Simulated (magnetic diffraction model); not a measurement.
**Moment size from magnetic intensity in LiCrSnS₄**

Space group P222_1 (no. 17), a = 7.3270 Å, b = 7.3900 Å, c = 10.6060 Å.

| site | atom | x | y | z |
| --- | --- | --- | --- | --- |
| 4e | Sn | 0.7403 | 0.2495 | 0.1256 |
| 2b | Cr | 0.7590 | 1/2 | 1/2 |
| 2d | Cr | 1/2 | 0.2477 | 3/4 |
| 4e | S | 0.7452 | 0.5153 | 0.2647 |
| 4e | S | 0.5171 | 0.2646 | 0.5079 |
| 4e | S | 0.9749 | 0.2707 | 0.4960 |
| 4e | S | 0.7300 | 0.0208 | 0.7485 |
| 2a | Li | 0.7696 | 0 | 1/2 |
| 2c | Li | 0 | 0.2243 | 3/4 |

This is a made-up structure (elements placed in a structure type, unrelaxed), so the numbers test the method and describe no known phase.

Only Cr is taken to order (form factors of Cr3+); orders and moment sizes are assumed, and not adapted to the symmetry. Radiation: neutrons of λ = 2.567 Å, 8° to 45°; isotropic B of 0.39 Å² (Sn), 0.35 Å² (Cr), 0.54 Å² (S) and 0.55 Å² (Li). Simulated constant-wavelength pattern: nuclear and magnetic terms add, the magnetic one as |2.695 fm × Σ f S⊥ exp(2πi Q·r) exp(−B s²)|², summed over all Q at one angle with the factor 1/(sin²θ cos θ). For collinear order S is the moment m, which repeats by lattice and centring translations R with the sign exp(−2πi k·R). Free-ion form factors, Sears's scattering lengths of 1992, no absorption; a label names one of the reflections at its angle. The strongest nuclear line in the range is 100, and lines under 0.2 are left out.

In a first state the assumed order is k = (0 1/2 0), collinear moments along [100], 2.78 μB on Cr; signs + at (0.7590, 1/2, 1/2), − at (0.2410, 1/2, 0), − at (1/2, 0.2477, 3/4), + at (1/2, 0.7523, 1/4), with this pattern:

```
2θ (°)      index  nuclear  magnetic
  9.96  (0 1/2 0)      0.0      66.6
 17.13  (0 1/2 1)      0.0     128.0
 20.00    (0 1 0)     29.9       0.0
 20.18    (1 0 0)     31.2       0.0
 22.55  (1 1/2 0)      0.0      14.1
 24.44    (0 1 1)     26.1       0.0
 24.59    (1 0 1)     19.6       0.0
 26.59  (1 1/2 1)      0.0      13.8
 28.56    (1 1 0)      1.4       0.0
 29.80  (0 1/2 2)      0.0      12.9
 30.20  (0 3/2 0)      0.0       5.9
 31.90    (1 1 1)     67.3       0.0
 33.39  (0 3/2 1)      0.0      29.8
 34.66    (0 1 2)     18.4       0.0
 34.77    (1 0 2)     17.0       0.0
 36.26  (1 1/2 2)      0.0      33.0
```
(The table stops after 16 lines; 10 more lie at higher angle.)

**Question.** Nearer the ordering temperature the line at 17.13° has total intensity 92.2 on the same scale, and all moments have shrunk alike. How large is the Cr moment?

The nuclear part, 0.0, stays, so the magnetic part is 92.2 against 128.0. It goes as m², so m = 2.78 × √(92.2/128.0) = 2.36 μB; the value used was 2.36 μB.

[Logs are printed without paths, hosts, clocks, repeated set-up lines and the standing remarks that a program may print on its own settings, such as how far it seeks lower states.]
